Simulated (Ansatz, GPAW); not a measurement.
# STM contrast on a 6-layer slab of Ni(100), part 3 of 3

Aim: Tersoff-Hamann images of a 6-layer slab of Ni(100) at several biases.

GPAW 26.7.0 and Ansatz 0.2.0; GPAW, PAW setups; slab in vacuum (the session's first sound run).

So far, upper work function (eV): step 2 (relaxation) 4.95; step 3 (bands at fixed density, height 3.5 Å, STM [-1.5, 2.0] V) 4.95.

**4. A second plane-wave code (continued)**

Level of this step: Ansatz plane waves; slab in vacuum with a dipole correction (Ansatz).

Density over a1 and a2. Constant height 3.5 Å over the top atom, window e_range_0_2.

Values in units of 1e-4 e/Å³, 12 rows by 16 columns, each cell a mean:
```
3.9 3.9 3.9 3.9 3.9 3.9 3.8 3.8 3.8 3.8 3.8 3.9 3.9 3.9 3.9 3.9
3.9 3.9 3.9 3.9 3.9 3.8 3.8 3.8 3.8 3.8 3.8 3.8 3.9 3.9 3.9 3.9
3.9 3.9 3.9 3.9 3.8 3.8 3.8 3.8 3.8 3.8 3.8 3.8 3.8 3.9 3.9 3.9
3.9 3.9 3.8 3.8 3.8 3.8 3.8 3.8 3.8 3.8 3.8 3.8 3.8 3.8 3.8 3.9
3.8 3.8 3.8 3.8 3.8 3.8 3.8 3.8 3.8 3.8 3.8 3.8 3.8 3.8 3.8 3.8
3.8 3.8 3.8 3.8 3.8 3.8 3.8 3.8 3.7 3.8 3.8 3.8 3.8 3.8 3.8 3.8
3.8 3.8 3.8 3.8 3.8 3.8 3.8 3.8 3.8 3.8 3.8 3.8 3.8 3.8 3.8 3.8
3.8 3.8 3.8 3.8 3.8 3.8 3.8 3.8 3.8 3.8 3.8 3.8 3.8 3.8 3.8 3.8
3.9 3.9 3.9 3.8 3.8 3.8 3.8 3.8 3.8 3.8 3.8 3.8 3.8 3.8 3.9 3.9
3.9 3.9 3.9 3.9 3.8 3.8 3.8 3.8 3.8 3.8 3.8 3.8 3.9 3.9 3.9 3.9
3.9 3.9 3.9 3.9 3.9 3.9 3.8 3.8 3.8 3.8 3.8 3.9 3.9 3.9 3.9 3.9
3.9 3.9 3.9 3.9 3.9 3.9 3.8 3.8 3.8 3.8 3.8 3.9 3.9 3.9 3.9 3.9
```
Columns: a1 from 0 to 0.944; rows upwards: a2 from 0 to 0.944.

Tip height over the top atom over a1 and a2. Constant current at the density 3.833e-04 e/Å^3, window e_range_0_2.

Ten even steps from '_' (3.489 Å) to '@' (3.511 Å):
```
@@@@@@%%##**++++++++++++++**##%%@@@@
@@@@@@%%##**++++======++++**##%%@@@@
%%%%%%##**++++==------==++++**##%%%%
%%####**++++==----::----==++++**####
##****++++==--::::..::::--==++++****
**++++++==--::....__....::--==++++++
++++++==--::..__________..::--==++++
++++==----::..__________..::----==++
++++==--::..______________..::--==++
++++==----::..__________..::----==++
++++++==--::..__________..::--==++++
**++++++==--::....__....::--==++++++
##****++++==--::::..::::--==++++****
%%####**++++==----::----==++++**####
%%%%%%##**++++==------==++++**##%%%%
@@@@@@%%##**++++======++++**##%%@@@@
@@@@@@%%##**++++++++++++++**##%%@@@@
@@@@@@%%%%##**++++++++++**##%%%%@@@@
```
Columns: a1 from 0 to 0.944; rows upwards: a2 from 0 to 0.944.

Force by atom:

| atom | x (eV/Å) | y (eV/Å) | z (eV/Å) | size |
| --- | --- | --- | --- | --- |
| Ni1 | 0.000 | 0.000 | 0.320 | 0.320 |
| Ni2 | 0.000 | 0.000 | -0.358 | 0.358 |
| Ni3 | 0.000 | 0.000 | 0.067 | 0.067 |
| Ni4 | 0.000 | 0.000 | 0.016 | 0.016 |
| Ni5 | 0.000 | 0.000 | 0.036 | 0.036 |
| Ni6 | 0.000 | 0.000 | -0.080 | 0.080 |

The upper face's work function is 4.907 eV, against 4.947 eV in the first plane-wave PBE run at this geometry.

**5. Side by side**

Results and costs are gathered.

This step: comparison of work functions, dipole and cost (GPAW 26.7.0).

Ladder, by row:

| step | code | work function, upper (eV) | work function, lower (eV) | dipole (e Å) | wall time (s) | peak memory (GiB) | threads |
| --- | --- | --- | --- | --- | --- | --- | --- |
| pw | GPAW | 4.947 | 4.949 | 1.28e-4 | 1098 | 1.01 | 1 |
| ansatz | Ansatz | 4.907 | 4.908 | 3.61e-5 | 21.28 | 0.806 | 4 |

**6. A changed run**

One more run, with changed settings.

This step: GPAW, PAW setups; slab in vacuum (GPAW 26.7.0).

run.py

```python
import json
import numpy as np
from ase import Atoms
from gpaw import GPAW, PW

slab = Atoms(
    ['Ni', 'Ni', 'Ni', 'Ni', 'Ni', 'Ni'],
    positions=[
        [1.24451, 1.24451, 7.00000],
        [0.00000, 0.00000, 8.76000],
        [1.24451, 1.24451, 10.52000],
        [0.00000, 0.00000, 12.28737],
        [1.24451, 1.24451, 14.06838],
        [0.00000, 0.00000, 15.77881]],
    cell=[[2.48902, 0.0, 0.0], [0.0, 2.48902, 0.0], [0.0, 0.0, 22.8]],
    pbc=[True, True, False],
    magmoms=[0.7, 0.7, 0.7, 0.7, 0.7, 0.7])

slab.calc = GPAW(mode=PW(400), xc='PBE', kpts={'size': (13, 13, 1), 'gamma': True},
                 occupations={'name': 'fermi-dirac', 'width': 0.1}, nbands='80%',
                 convergence={'density': 1e-05}, maxiter=75,
                 poissonsolver={'dipolelayer': 'xy'},
                 symmetry={'tolerance': 1e-3}, txt='slab.txt')
result = {}
energy = slab.get_potential_energy()
fermi = slab.calc.get_fermi_level()
v = slab.calc.get_electrostatic_potential().mean((0, 1)) - fermi
n = slab.calc.get_pseudo_density().mean((0, 1))
L = slab.cell[2, 2]
z = np.arange(len(v)) * L / len(v)
low, high = slab.positions[:, 2].min(), slab.positions[:, 2].max()
below, above = np.interp([low - 4.8, high + 4.8], z, v)
slopes = [np.interp(x, z, np.gradient(v, z)) for x in (low - 4.8, high + 4.8)]
eps = np.array([[slab.calc.get_eigenvalues(k, s) for k in range(len(slab.calc.get_ibz_k_points()))]
                for s in range(slab.calc.get_number_of_spins())]) - fermi
top, bottom = eps[eps < 0].max(), eps[eps > 0].min()
dipole = slab.get_dipole_moment()[2]
print(f'energy {energy:.4f} eV, Fermi level {fermi:.4f} eV, dipole {dipole:.5f} e A')
print(f'potential 4.8 A off the faces, from the Fermi level: lower {below:.4f} eV, upper {above:.4f} eV')
print(f'slope of the potential there: lower {slopes[0]:.5f}, upper {slopes[1]:.5f} eV/A')
print(f'nearest levels on the mesh: {top:.4f} and {bottom:.4f} eV')
print('magnetic moment', round(slab.get_magnetic_moment(), 3))
result.update(energy=energy, fermi=fermi, dipole=dipole, below=below, above=above, slopes=slopes, edges=[top, bottom],
              z=z.tolist(), v=v.tolist(), n=n.tolist(), positions=slab.positions.tolist(),
              forces=slab.get_forces(apply_constraint=False).tolist(), moments=slab.get_magnetic_moments().tolist())
json.dump(result, open('result.json', 'w'))
```

Command:

```sh
> OMP_NUM_THREADS=1 OPENBLAS_NUM_THREADS=1 python run.py
```

Numbers of over 12 decimals in the logs are rounded to 6 here.

Output:

```text
ValueError: Too few bands!  Electrons: 96.0, bands: 80%
```

Run time: 0.88 s. Hardware: 1 thread of Intel Xeon Platinum 8488C (Sapphire Rapids), shared host; peak memory 0.1 GiB.

The input was rejected at the start.

The program's message: “ValueError: Too few bands! Electrons: 96.0, bands: 80%”

The change that led to it: nbands = "80 % of the filled bands".

**7. Outcome**

```yaml
work_function_both_faces: 4.95 eV
dipole_along_the_normal: 1.3e-4 e Å
corrugation_at_minus_1p5_v: 0.0300 Å
corrugation_at_2_v: 0.0377 Å
```

In GPAW's constant-current maps the tip height varies by under 0.05 Å at every bias shown (0.038 Å at most), which is near the numerical ripple of the maps: an s-wave tip would see an almost flat surface. Negative sample bias images filled states, positive bias empty ones. The measured value for this face is 5.17 eV (as compiled in "Anisotropic work function of elemental crystals", 2019, arxiv:1902.07811); the relaxed upper face lies 0.22 eV under it with PBE. Measured work functions scatter by a tenth of an eV or more between methods. The two plane-wave codes differ by 0.040 eV on the upper face. The images are of Tersoff-Hamann type: an s-wave tip, no tip-sample forces, heights closer than in a microscope. Ansatz gives corrugations of 0.028 Å at -1.5 V (GPAW 0.030) and 0.023 Å at 2 V (GPAW 0.038). GPAW's time includes a further run over the whole zone for the images, so the two times are not like for like. One magnetic start was tried; another order may lie lower. The in-plane lattice was kept as typed, which isn't the functional's own and leaves some strain; spin-orbit coupling and temperature are left out.

[Logs are printed without paths, hosts, clocks, repeated set-up lines and the standing remarks that a program may print on its own settings, such as how far it seeks lower states.]

[Hosts, paths, dates, database ids (printed as entryN), source tags and the programs' standing remarks are cut or masked in the printed files.]
